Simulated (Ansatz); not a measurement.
# A hypothetical structure for Mg2TiMn4Co

This structure for Mg2TiMn4Co is made up. Its elements were placed in a known structure type with a cell scaled to their sizes. What cell does the guess relax to, and how far off was it?

Program: Ansatz 0.2.0. Level of theory: DFT, PBE, plane-wave PAW, files of the set soft_1, scalar-relativistic, ferromagnetic start, cell and ions relaxed at zero pressure; PAW set soft_1. Results are calculated unless marked as measured.

**1. The starting structure**

It takes space group Amm2 (No. 38, orthorhombic). The conventional cell has a = 4.444 Å, b = 5.462 Å, c = 9.886 Å, α = 90.00°, β = 90.00°, γ = 90.00°. Nearest to Co lie 6 Mn at 2.65 to 2.73 Å and 2 Ti at 2.74 Å and 2 Mg at 2.81 Å. Mn has 4 Mn at 2.69 to 2.76 Å and 2 Co at 2.73 Å and 2 Ti at 2.76 Å and 4 Mg at 2.77 to 2.88 Å nearest. Nearest to Mn lie 1 Co at 2.65 Å and 4 Mn at 2.69 to 2.77 Å and 4 Mg at 2.78 to 2.79 Å and 2 Ti at 2.81 to 2.84 Å. Ti has 2 Mg at 2.67 Å and 2 Co at 2.74 Å and 8 Mn at 2.76 to 2.84 Å nearest. Mg has 2 Mg at 2.73 Å and 8 Mn at 2.78 to 2.85 Å and 2 Co at 2.81 Å nearest. Nearest to Mg lie 2 Ti at 2.67 Å and 2 Mg at 2.73 Å and 8 Mn at 2.77 to 2.88 Å. Farther neighbours are not listed.

**2. Relaxation of the guess**

The guess takes its coordinates from another compound and its volume from a rule, so the cell and any free coordinates are relaxed together.

The input, input.yaml:

```yaml
crystal:
  lattice:
    - [4.444, 0.0, 0.0]
    - [0.0, 2.731, 4.943]
    - [0.0, -2.731, 4.943]
  atoms:
    - { symbol: Co, position: [0.5, 0.6602, 0.6602], spin: 2.0 }
    - { symbol: Mn, position: [0.0, 0.329, 0.834], spin: 4.0 }
    - { symbol: Mn, position: [0.0, 0.834, 0.329], spin: 4.0 }
    - { symbol: Mn, position: [0.5, 0.1825, 0.6753], spin: 4.0 }
    - { symbol: Mn, position: [0.5, 0.6753, 0.1825], spin: 4.0 }
    - { symbol: Ti, position: [0.5, 0.1761, 0.1761], spin: 1.0 }
    - { symbol: Mg, position: [0.0, 0.8341, 0.8341] }
    - { symbol: Mg, position: [0.0, 0.3261, 0.3261] }
magnetization:
  spin_polarized: true
kpoints:
  mp_grid: { grid: [6, 6, 6] }
scf:
  occupations: { method: fermi_dirac, width: 0.05 }
hamiltonian:
  xc: pbe
  pseudopotentials: { kind: paw, azcp: { folder: soft_1 } }
relax:
  f_tol: 0.015
  max_steps: 70
  cell: {}
output:
  forces: true
  stress: true
```

The run is started by

```bash
ansatz run input.yaml --threads 4 --pin off --max-ram 10240MiB --backend cpu --events-out ev --progress --plain --runs-dir out
```

Numbers of over 12 decimals in the logs are rounded to 6 here.

The log of the run:

```text
Engine: ansatz 0.2.0, aarch64-unknown-linux-gnu
Pseudopotentials: kind: paw
Pseudopotential: Co, paw, valence charge 17, recommended cutoff 420 eV (normal), soft_1/Co.paw.azcp
Pseudopotential: Mn, paw, valence charge 15, recommended cutoff 420 eV (normal), soft_1/Mn.paw.azcp
Pseudopotential: Ti, paw, valence charge 12, recommended cutoff 420 eV (normal), soft_1/Ti.paw.azcp
Pseudopotential: Mg, paw, valence charge 10, recommended cutoff 420 eV (normal), soft_1/Mg.paw.azcp
Functional definition: PBE
  parameter kappa = 0.804
  parameter beta = 0.066725
  exchange = pbe_x(kappa = kappa, mu = beta*pi^2/3)
  correlation = pbe_c(beta = beta)
Crystal: 8 atoms, lattice volume = 119.982 Å³
Basis set: ecut = 420 eV, 2343 PW (Γ), exchange–correlation on 60×80×80 points (8 copies of the dense FFT grid, shifted against one another)
Bands: 77, of which v1, the nominal top of the filled ones, is band 55 counted from 1 (54 counted from 0)
Symmetry: 4 space group operations
Space group: Amm2 (ITA 38), of the structure as read, at distance tolerance 4.9e-5 Å
Magnetic group: BNS 38.187 (UNI 285), of the structure as read, at distance tolerance 4.9e-5 Å
k-points: 52 of 216 (time reversal used)
Non-local potential: Co, projectors of the file, l = 0: 3, l = 1: 2, l = 2: 3, l = 3: 1
Non-local potential: Mn, projectors of the file, l = 0: 3, l = 1: 2, l = 2: 3, l = 3: 1
Non-local potential: Ti, projectors of the file, l = 0: 3, l = 1: 2, l = 2: 3, l = 3: 1
Non-local potential: Mg, projectors of the file, l = 0: 3, l = 1: 2, l = 2: 1
PAW form: soft (Blöchl's): semilocal exchange-correlation on the pseudo side does not see the compensation charge
PAW one-centre angular grid: Co, 590 points (default); XC on 64 Gauss nodes
PAW one-centre angular grid: Mn, 590 points (default); XC on 64 Gauss nodes
PAW one-centre angular grid: Ti, 590 points (default); XC on 64 Gauss nodes
PAW one-centre angular grid: Mg, 110 points (default); XC on 64 Gauss nodes
Initial density: superposition of atomic densities (chi_scale 0.1, normalization cell)
Starting moments: Σ|m| = 19 μB on 6 of 8 sites
Initial wavefunctions: pseudopotential atomic-orbital guess
Functional: x = pbe(κ = 0.804, μ = 0.219515), c = pbe(β = 0.066725)
iter 1 solved again at ethr=2.18e-3 eV; its pass at ethr=3.10e-3 eV (dr2=2.37e0 eV) is discarded
SCF iter   1: F=—  HF=-27064.314032 eV  |F-HF|=—  |Δ(HF+E_count)|=         —  Δρ=4.09e-2 (↑4.09e-2 ↓2.44e-2)  dr2=2.38e0  dr2_m=8.13e-1  M=15.923 μB ∫|m|=16.457 μB  β_m=0.30  ethr=2.18e-3  ⟨swp⟩=1.2  Hψ=34881  notcnv=0
Mixer restart at iter 1: flushing history
preconditioner: auto → Kerker (q_TF=auto, 2.685 Å⁻¹)  [metal: Δε(μ)=0.004 eV  Ē_g=6.073 eV  σ=0.050 eV  W_gap=0.02  n_scr=40 (ndim 8)  ℏωp=22.7 eV  f_vac=0.000  D(μ)=5.20/eV (n_scr^D=44)]
spin=Collinear: Kerker preconditioning applied to the charge; magnetization (m = ρ↑ − ρ↓) channel mixes plain (no charge-response kernel on spin).
SCF iter   2: F=—  HF=-27064.303972 eV  |F-HF|=—  |Δ(HF+E_count)|=   1.01e-2  Δρ=2.55e-2 (↑2.55e-2 ↓2.26e-2)  dr2=1.53e0  dr2_m=4.27e-1  M=15.687 μB ∫|m|=16.346 μB  β_m=0.53  ethr=2.18e-3  ⟨swp⟩=2.0  Hψ=10392  notcnv=0
SCF iter   3: F=—  HF=-27065.683532 eV  |F-HF|=—  |Δ(HF+E_count)|=    1.38e0  Δρ=1.88e-2 (↑1.28e-2 ↓1.88e-2)  dr2=8.68e-1  dr2_m=1.99e-1  M=15.059 μB ∫|m|=15.992 μB  β_m=0.77  ethr=1.41e-3  ⟨swp⟩=2.2  Hψ=11330  notcnv=0  defer=429
SCF iter   4: F=—  HF=-27066.535135 eV  |F-HF|=—  |Δ(HF+E_count)|=   8.52e-1  Δρ=1.90e-2 (↑1.50e-2 ↓1.90e-2)  dr2=8.86e-1  dr2_m=1.26e-1  M=13.987 μB ∫|m|=15.697 μB  β_m=0.81  ethr=7.96e-4  ⟨swp⟩=2.1  Hψ=12203  notcnv=0  defer=742
SCF iter   5: F=—  HF=-27066.506684 eV  |F-HF|=—  |Δ(HF+E_count)|=   2.85e-2  Δρ=1.44e-2 (↑1.44e-2 ↓1.16e-2)  dr2=5.37e-1  dr2_m=1.70e-2  M=13.126 μB ∫|m|=15.613 μB  β_m=0.74  ethr=7.96e-4  ⟨swp⟩=2.9  Hψ=16814  notcnv=0  defer=773
SCF iter   6: F=—  HF=-27066.578639 eV  |F-HF|=—  |Δ(HF+E_count)|=   7.20e-2  Δρ=1.09e-2 (↑1.09e-2 ↓9.37e-3)  dr2=3.35e-1  dr2_m=8.73e-3  M=12.934 μB ∫|m|=15.589 μB  β_m=0.87  ethr=4.93e-4  ⟨swp⟩=2.2  Hψ=11066  notcnv=0  defer=765
SCF iter   7: F=—  HF=-27066.600581 eV  |F-HF|=—  |Δ(HF+E_count)|=         —  Δρ=4.36e-3 (↑4.36e-3 ↓4.22e-3)  dr2=1.70e-2  dr2_m=1.56e-2  M=12.852 μB ∫|m|=15.744 μB  β_m=0.87  ethr=3.07e-4  ⟨swp⟩=2.0  Hψ=11368  notcnv=0  defer=791
Mixer restart at iter 7: flushing history
SCF iter   8: F=—  HF=-27066.603839 eV  |F-HF|=—  |Δ(HF+E_count)|=   3.26e-3  Δρ=4.88e-3 (↑3.97e-3 ↓4.88e-3)  dr2=5.64e-2  dr2_m=1.82e-3  M=12.822 μB ∫|m|=15.790 μB  β_m=0.87  ethr=1.56e-5  ⟨swp⟩=2.0  Hψ=15935  notcnv=0  defer=839
SCF iter   9: F=—  HF=-27066.599297 eV  |F-HF|=—  |Δ(HF+E_count)|=   4.54e-3  Δρ=2.18e-3 (↑2.18e-3 ↓2.04e-3)  dr2=1.34e-2  dr2_m=3.39e-4  M=12.800 μB ∫|m|=15.781 μB  β_m=0.75  ethr=1.56e-5  ⟨swp⟩=2.0  Hψ=15537  notcnv=0  defer=843
SCF iter  10: F=—  HF=-27066.597313 eV  |F-HF|=—  |Δ(HF+E_count)|=   1.98e-3  Δρ=1.07e-3 (↑1.07e-3 ↓6.92e-4)  dr2=1.82e-3  dr2_m=2.03e-4  M=12.785 μB ∫|m|=15.777 μB  β_m=0.72  ethr=1.23e-5  ⟨swp⟩=2.0  Hψ=10958  notcnv=0  defer=840
SCF iter  11: F=—  HF=-27066.596898 eV  |F-HF|=—  |Δ(HF+E_count)|=   4.15e-4  Δρ=2.53e-4 (↑2.53e-4 ↓1.50e-4)  dr2=1.16e-4  dr2_m=1.88e-5  M=12.784 μB ∫|m|=15.787 μB  β_m=0.78  ethr=1.67e-6  ⟨swp⟩=2.0  Hψ=12540  notcnv=0  defer=842
SCF iter  12: F=—  HF=-27066.596877 eV  |F-HF|=—  |Δ(HF+E_count)|=   2.08e-5  Δρ=1.51e-4 (↑9.68e-5 ↓1.51e-4)  dr2=4.60e-5  dr2_m=4.78e-6  M=12.780 μB ∫|m|=15.789 μB  β_m=0.78  ethr=1.07e-7  ⟨swp⟩=2.0  Hψ=11762  notcnv=0  defer=843
SCF iter  13: F=—  HF=-27066.596878 eV  |F-HF|=—  |Δ(HF+E_count)|=   1.15e-6  Δρ=9.42e-5 (↑5.36e-5 ↓9.42e-5)  dr2=1.57e-5  dr2_m=2.08e-6  M=12.780 μB ∫|m|=15.791 μB  β_m=0.89  ethr=4.22e-8  ⟨swp⟩=2.0  Hψ=10668  notcnv=0  defer=843
SCF iter  14: F=—  HF=-27066.596880 eV  |F-HF|=—  |Δ(HF+E_count)|=   1.94e-6  Δρ=6.10e-5 (↑6.10e-5 ↓1.80e-5)  dr2=4.26e-6  dr2_m=1.07e-6  M=12.781 μB ∫|m|=15.793 μB  β_m=0.75  ethr=1.44e-8  ⟨swp⟩=2.0  Hψ=12466  notcnv=0  defer=843
SCF iter  15: F=—  HF=-27066.596879 eV  |F-HF|=—  |Δ(HF+E_count)|=   1.16e-6  Δρ=1.84e-5 (↑1.84e-5 ↓1.58e-5)  dr2=1.23e-6  dr2_m=4.39e-8  M=12.780 μB ∫|m|=15.793 μB  β_m=0.77  ethr=3.91e-9  ⟨swp⟩=2.0  Hψ=12859  notcnv=0  defer=844
SCF iter  16: F=—  HF=-27066.596879 eV  |F-HF|=—  |Δ(HF+E_count)|=   1.26e-7  Δρ=8.33e-6 (↑7.92e-6 ↓8.33e-6)  dr2=3.06e-7  dr2_m=2.45e-8  M=12.780 μB ∫|m|=15.793 μB  β_m=0.88  ethr=1.12e-9  ⟨swp⟩=1.9  Hψ=9869  notcnv=0  defer=844
[...]
relax step  10: F+E_penalty+E_count = -27067.16374008 eV  Δ(F+E_penalty+E_count) = -7.723e-3 eV  max|allowed force component| = 1.240e-2 eV/Å  Δτ_max = 0.0000 Å  P = +0.174 GPa  Ω = 113.202 Å³  stress off target by 5.36e-1 GPa  SCF on the basis re-selected at this cell (its energy is not comparable with the rows above)  (15 SCF iters)
relax step  11: F+E_penalty+E_count = -27067.16469779 eV  Δ(F+E_penalty+E_count) = -9.577e-4 eV  max|allowed force component| = 1.609e-2 eV/Å  Δτ_max = 0.0090 Å  P = -0.239 GPa  Ω = 113.612 Å³  energy of the carried Pulay correction = -3.837e-4 eV  (10 SCF iters, dr2 threshold 7.19e-7 eV, accepted)
relax step  12: F+E_penalty+E_count = -27067.16480916 eV  Δ(F+E_penalty+E_count) = -1.114e-4 eV  max|allowed force component| = 3.275e-2 eV/Å  Δτ_max = 0.0088 Å  P = +0.159 GPa  Ω = 113.179 Å³  energy of the carried Pulay correction = +1.180e-5 eV  (11 SCF iters, dr2 threshold 1.73e-7 eV, rejected (line search))
relax step  13: F+E_penalty+E_count = -27067.16518282 eV  Δ(F+E_penalty+E_count) = -4.850e-4 eV  max|allowed force component| = 2.432e-3 eV/Å  Δτ_max = 0.0041 Å  P = -0.007 GPa  Ω = 113.364 Å³  energy of the carried Pulay correction = -1.577e-4 eV  (17 SCF iters, accepted)
iter 1 solved again at ethr=4.24e-8 eV; its pass at ethr=3.10e-3 eV (dr2=4.63e-5 eV) is discarded
SCF iter   1: F=—  HF=-27067.165306 eV  |F-HF|=—  |Δ(HF+E_count)|=         —  Δρ=5.70e-5 (↑5.70e-5 ↓5.66e-5)  dr2=3.53e-7  dr2_m=2.65e-8  M=11.272 μB ∫|m|=14.541 μB  β_m=0.65  ethr=4.24e-8  ⟨swp⟩=4.2  Hψ=51482  notcnv=0
preconditioner: auto → none  [metal: Δε(μ)=0.007 eV  Ē_g=5.958 eV  σ=0.050 eV  W_gap=0.03  n_scr=8 (ndim 8)  ℏωp=23.4 eV  f_vac=0.000  D(μ)=6.63/eV (n_scr^D=66)]
SCF iter   2: F=—  HF=-27067.165345 eV  |F-HF|=—  |Δ(HF+E_count)|=   3.96e-5  Δρ=2.01e-5 (↑2.01e-5 ↓1.98e-5)  dr2=5.27e-8  dr2_m=4.08e-9  M=11.272 μB ∫|m|=14.541 μB  β_m=0.60  ethr=3.24e-10  ⟨swp⟩=2.0  Hψ=12156  notcnv=0
SCF iter   3: F=—  HF=-27067.165350 eV  |F-HF|=—  |Δ(HF+E_count)|=   4.90e-6  Δρ=5.48e-6 (↑5.48e-6 ↓4.40e-6)  dr2=4.54e-8  dr2_m=1.51e-9  M=11.272 μB ∫|m|=14.541 μB  β_m=0.48  ethr=4.83e-11  ⟨swp⟩=2.0  Hψ=13713  notcnv=0
SCF iter   4: F=—  HF=-27067.165350 eV  |F-HF|=—  |Δ(HF+E_count)|=   1.38e-7  Δρ=1.27e-6 (↑1.26e-6 ↓1.27e-6)  dr2=2.20e-9  dr2_m=9.73e-11  M=11.272 μB ∫|m|=14.541 μB  β_m=0.50  ethr=4.17e-11  ⟨swp⟩=2.0  Hψ=13681  notcnv=0
SCF iter   5: F=—  HF=-27067.165351 eV  |F-HF|=—  |Δ(HF+E_count)|=   4.36e-7  Δρ=6.19e-7 (↑6.19e-7 ↓5.27e-7)  dr2=4.66e-10  dr2_m=1.18e-10  M=11.272 μB ∫|m|=14.541 μB  β_m=0.51  ethr=2.02e-12  ⟨swp⟩=2.0  Hψ=13483  notcnv=0
SCF iter   6: F=—  HF=-27067.165351 eV  |F-HF|=—  |Δ(HF+E_count)|=   1.48e-9  Δρ=2.54e-7 (↑1.67e-7 ↓2.54e-7)  dr2=6.26e-11  dr2_m=3.24e-11  M=11.272 μB ∫|m|=14.541 μB  β_m=0.60  ethr=1.00e-12  ⟨swp⟩=2.1  Hψ=10083  notcnv=0
SCF iter   7: F=—  HF=-27067.165351 eV  |F-HF|=—  |Δ(HF+E_count)|=  2.80e-10  Δρ=1.56e-7 (↑1.37e-7 ↓1.56e-7)  dr2=4.02e-11  dr2_m=1.29e-11  M=11.272 μB ∫|m|=14.541 μB  β_m=0.70  ethr=1.00e-12  ⟨swp⟩=1.0  Hψ=8010  notcnv=0
SCF iter   8: F=—  HF=-27067.165351 eV  |F-HF|=—  |Δ(HF+E_count)|=  1.38e-10  Δρ=1.02e-7 (↑1.02e-7 ↓8.97e-8)  dr2=1.56e-11  dr2_m=5.32e-12  M=11.272 μB ∫|m|=14.541 μB  β_m=0.65  ethr=1.00e-12  ⟨swp⟩=1.1  Hψ=8066  notcnv=0
SCF iter   9: F=—  HF=-27067.165351 eV  |F-HF|=—  |Δ(HF+E_count)|=  1.46e-11  Δρ=5.35e-8 (↑5.35e-8 ↓4.68e-8)  dr2=3.74e-12  dr2_m=1.59e-12  M=11.272 μB ∫|m|=14.541 μB  β_m=0.61  ethr=1.00e-12  ⟨swp⟩=1.0  Hψ=8008  notcnv=0
SCF iter  10: F=-27067.165351 eV  HF=-27067.165351 eV  |F-HF|=7.28e-12  |Δ(HF+E_count)|=    0.00e0  Δρ=7.07e-8 (↑4.39e-8 ↓7.07e-8)  dr2=1.31e-11  dr2_m=1.28e-12  M=11.272 μB ∫|m|=14.541 μB  ethr=1.00e-12  ⟨swp⟩=2.0  Hψ=19048  notcnv=0
the starting moments were not kept: 1 of 6 ended reversed and 5 kept their direction, counting a site from 0.1 μB. The largest reversed, site 5 (counted from 0, in the order of the report's site_moments_mub), started with +1.0 μB and closes at -9.3e-1 μB in its sphere.
SCF 14 converged in 10 iterations: F = -27067.165351 eV  dr2 = 1.31e-11
relax step  14: F+E_penalty+E_count = -27067.16535065 eV  Δ(F+E_penalty+E_count) = -1.678e-4 eV  max|allowed force component| = 2.344e-3 eV/Å  Δτ_max = 0.0000 Å  P = -0.007 GPa  Ω = 113.364 Å³  stress off target by 1.11e-2 GPa  SCF on the basis re-selected at this cell (its energy is not comparable with the rows above)  (10 SCF iters)
basis re-selected at this cell: Δ(F+E_penalty+E_count) = -1.678e-4 eV, ΔP = +0.000 GPa vs the last step (what re-selecting the basis moved, of the pressure what is left beyond the Pulay correction that the steps carried, after the strain that the cell walked since its last selection, with what the two solves' SCF thresholds leave and, on support functions, any second-order correction that the steps lacked; it is no m [...]
SCF converged after 10 iterations
Magnetization: 11.2716 μB (60.1358 up, 48.8642 down)
Absolute magnetization: 14.5432 μB (∫|ρ↑−ρ↓|, with the PAW one-centre terms)
Spin contamination: 1.0757 ħ² per cell (⟨S²⟩ above its minimum at these occupations)
Per-site moments (μB) at R_I (Å): [(1.530177, 1.070263), (2.803387, 1.070263), (2.803387, 1.070263), (2.724759, 1.088454), (2.724759, 1.088454), (-0.930518, 1.088454), (-0.054733, 1.076422), (-0.054735, 1.076423)]
Free energy (F): -27067.165351 eV
Harris-Foulkes:  -27067.165351 eV  (|F-HF|=7.28e-12)
Internal energy: -27067.110351 eV  (E = F + TS)
E sigma→0 (E₀):  -27067.137851 eV
Entropy (-TS):   -0.054999 eV (-6.875 meV/atom)
Fermi energy:    13.420105 eV
--- Per-component energies (eV) ---
  E_band       = -2026.137890
  E_kinetic    = 1984.650882
  E_local      = -15626.894434  (includes V_loc(G=0)·N_el)
  E_nonlocal   = 2725.782042
  E_hartree    = 5997.768122
  E_xc         = -697.174956
  E_vxc        = -889.527576  (∫ρ·V_xc dr)
  E_paw        = -8526.924725  (= ΣΔE_a)
  E_vpaw       = -2215.684894  (= ΣTr[D̂ρ^β])
  E_aug_tail   = -0.000021  (compensation charges beyond the density's cutoff)
  E_ewald      = -12924.317262
  E_smearing   = -0.054999  (= −TS)
  E_closure    = 0.000000  (closes the sum)
  Σ components = -27067.165351   (vs F -27067.165351, Δ=0.00e0)
--- Forces (eV/Å), atoms counted from 1 ---
  atom   1  Co    -0.00000000    -0.00000000     0.00002986
  atom   2  Mn     0.00000000    -0.00234372     0.00000595
  atom   3  Mn    -0.00000000     0.00234372     0.00000595
  atom   4  Mn    -0.00000000     0.00000846     0.00002047
  atom   5  Mn    -0.00000000    -0.00000846     0.00002047
  atom   6  Ti     0.00000000    -0.00000000    -0.00016069
  atom   7  Mg     0.00000000     0.00000000     0.00159384
  atom   8  Mg    -0.00000000    -0.00000000    -0.00151561
  max |Σ_I F_I| component: 2.38e-7 eV/Å
--- Stress (GPa, compression-positive) ---
       -0.000798      -0.000000       0.000000
       -0.000000      -0.007753       0.000000
        0.000000       0.000000      -0.011090
  P = ⅓ Tr σ = -0.0065 GPa (-0.065 kbar)
--- Relaxed structure (12 steps of the walk, 10 accepted, 2 SCFs on fresh bases) ---
  F+E_penalty+E_count = -27067.16535065 eV   max|allowed force component| = 2.344e-3 eV/Å   (the final SCF, on the basis selected at the relaxed cell)
  cell:  # Å, volume = 113.3642 Å³
    - [4.305835, 0, -1.1968375479054882e-16]
    - [-1.3312259224340296e-16, 3.063319, 4.297305]
    - [-1.3312259224340296e-16, -3.063319, 4.297305]
  atoms:
    - { symbol: Co, position: [0.5, 0.627162, 0.627162] }
    - { symbol: Mn, position: [1.691614487247896e-17, 0.390813, 0.863511] }
    - { symbol: Mn, position: [1.691614487247896e-17, 0.863511, 0.390813] }
    - { symbol: Mn, position: [0.5, 0.127162, 0.627164] }
    - { symbol: Mn, position: [0.5, 0.627164, 0.127162] }
    - { symbol: Ti, position: [0.5, 0.127165, 0.127165] }
    - { symbol: Mg, position: [1.6911410993883376e-17, 0.879749, 0.879749] }
    - { symbol: Mg, position: [1.7957997382134175e-17, 0.374574, 0.374574] }
```

Wall time 8.9 min (4 threads of Arm Neoverse V2, shared host); peak memory 1 GiB; 35 min of CPU time.

Relaxation path:

| step | energy less that of the first step (eV) | largest force component (eV/Å) | pressure (GPa) | volume (Å³) |
| --- | --- | --- | --- | --- |
| 1 | 0.0000 | 1.0904 | -1.23 | 119.98 |
| 2 | -0.2835 | 0.2213 | 0.33 | 117.52 |
| 3 | -0.3262 | 0.1238 | 0.49 | 117.29 |
| 4 | -0.3666 | 0.0777 | -0.20 | 117.72 |
| 5 | -0.4015 | 0.0758 | 0.02 | 116.37 |
| 6 | -0.5088 | 0.2130 | 0.03 | 113.86 |
| 7 | -0.4686 | 0.6915 | 1.89 | 111.35 |
| 8 | -0.5537 | 0.0598 | -0.11 | 113.45 |
| 9 | -0.5591 | 0.0099 | 0.01 | 113.20 |
| 10* | -0.5669 | 0.0124 | 0.17 | 113.20 |
| 11 | -0.5678 | 0.0161 | -0.24 | 113.61 |
| 12 | -0.5679 | 0.0327 | 0.16 | 113.18 |
| 13 | -0.5683 | 0.0024 | -0.01 | 113.36 |
| 14* | -0.5685 | 0.0023 | -0.01 | 113.36 |

Relaxation steps marked * repeat the geometry before them on a plane-wave basis chosen anew for their cell, so energy and pressure can jump there. Relaxation steps 7, 12 were tried and not accepted.

Forces are held to the 4 operations that the run works with; a distortion that breaks them can't arise in this run.

| cell as run | before | after | change |
| --- | --- | --- | --- |
| a (Å) | 4.444 | 4.306 | -3.1 % |
| b (Å) | 5.647 | 5.277 | -6.5 % |
| c (Å) | 5.647 | 5.277 | -6.5 % |
| α (°) | 57.84 | 70.97 | +22.7 % |
| volume (Å³/atom) | 15.00 | 14.17 | -5.5 % |

The atoms that moved most (Å, as changes of fractional coordinates times the final cell):

| atom | dx | dy | dz | length |
| --- | --- | --- | --- | --- |
| Mn4 | 0.000 | -0.022 | -0.445 | 0.445 |
| Mn5 | 0.000 | 0.022 | -0.445 | 0.445 |
| Ti6 | 0.000 | 0.000 | -0.421 | 0.421 |
| Mg8 | 0.000 | 0.000 | 0.417 | 0.417 |
| Mn2 | 0.000 | 0.099 | 0.392 | 0.405 |
| Mn3 | 0.000 | -0.099 | 0.392 | 0.405 |
| Mg7 | 0.000 | 0.000 | 0.392 | 0.392 |
| Co1 | 0.000 | 0.000 | -0.284 | 0.284 |

The relaxed structure:

```
Co Mn Ti Mg
1.0
     4.30583    0.00000    0.00000
     0.00000    3.06332    4.29730
     0.00000   -3.06332    4.29730
Co Mn Ti Mg
1 4 1 2
Direct
  0.50000 0.62716 0.62716
  0.00000 0.39081 0.86351
  0.00000 0.86351 0.39081
  0.50000 0.12716 0.62716
  0.50000 0.62716 0.12716
  0.50000 0.12717 0.12717
  0.00000 0.87975 0.87975
  0.00000 0.37457 0.37457
```

Numbers from this step:

```
free energy             : -27067.1654 eV
energy at zero smearing : -27067.1379 eV
smearing term TS        : 0.05500 eV
Fermi energy            : 13.42 eV
magnetization           : 11.27 μB
absolute magnetization  : 14.54 μB
site moments            : 1.530, 2.803, 2.803, 2.725, 2.725, -0.9305, -0.05473, -0.05474 μB
electrons               : 109
symmetry operations     : 4
pressure                : -0.006547 GPa
```

Site moment by atom:

| atom | site moment (μB) |
| --- | --- |
| Co1 | 1.53 |
| Mn2 | 2.80 |
| Mn3 | 2.80 |
| Mn4 | 2.72 |
| Mn5 | 2.72 |
| Ti6 | -0.93 |
| Mg7 | -0.05 |
| Mg8 | -0.05 |

Shortest distances by pair of elements, guess and relaxed (not always the same contact):

| pair | guess (Å) | relaxed (Å) |
| --- | --- | --- |
| Co–Mn | 2.653 | 2.595 |
| Mg–Mn | 2.770 | 2.610 |
| Mn–Ti | 2.764 | 2.639 |
| Mn–Mn | 2.686 | 2.896 |
| Mg–Ti | 2.671 | 3.026 |

The relaxation ends with a largest force component of 0.0023 eV/Å and a pressure of -0.01 GPa.

**3. What came out**

| Item | Value |
| --- | --- |
| space group, relaxed | Cmmm |
| conventional cell | a = 6.127, b = 8.595, c = 4.306 Å; α = 90.0°, β = 90.0°, γ = 90.0° |
| volume per atom | 14.17 Å³ (guess 15.00) |
| total moment | 11.27 μB in the cell of 8 atoms |

**Reading.** Mg2TiMn4Co relaxes to Cmmm with a = 6.127, b = 8.595 and c = 4.306 Å. The guessed volume was 6 % too large. The symmetry rose from Amm2 to Cmmm, so the distortion of the structure type doesn't survive with these elements. The input starts from parallel moments, and no other start was typed; the run left that order, and the end state is ferrimagnetic. Mesh and cutoff weren't tested. No dispersion term is used, so weakly bound directions may come out too long. Nothing here tests whether the compound is stable against decomposition.

[Logs are printed without paths, hosts, clocks, repeated set-up lines and the standing remarks that a program may print on its own settings, such as how far it seeks lower states.]

[Hosts, paths, dates, database ids (printed as entryN), source tags and the programs' standing remarks are cut or masked in the printed files.]
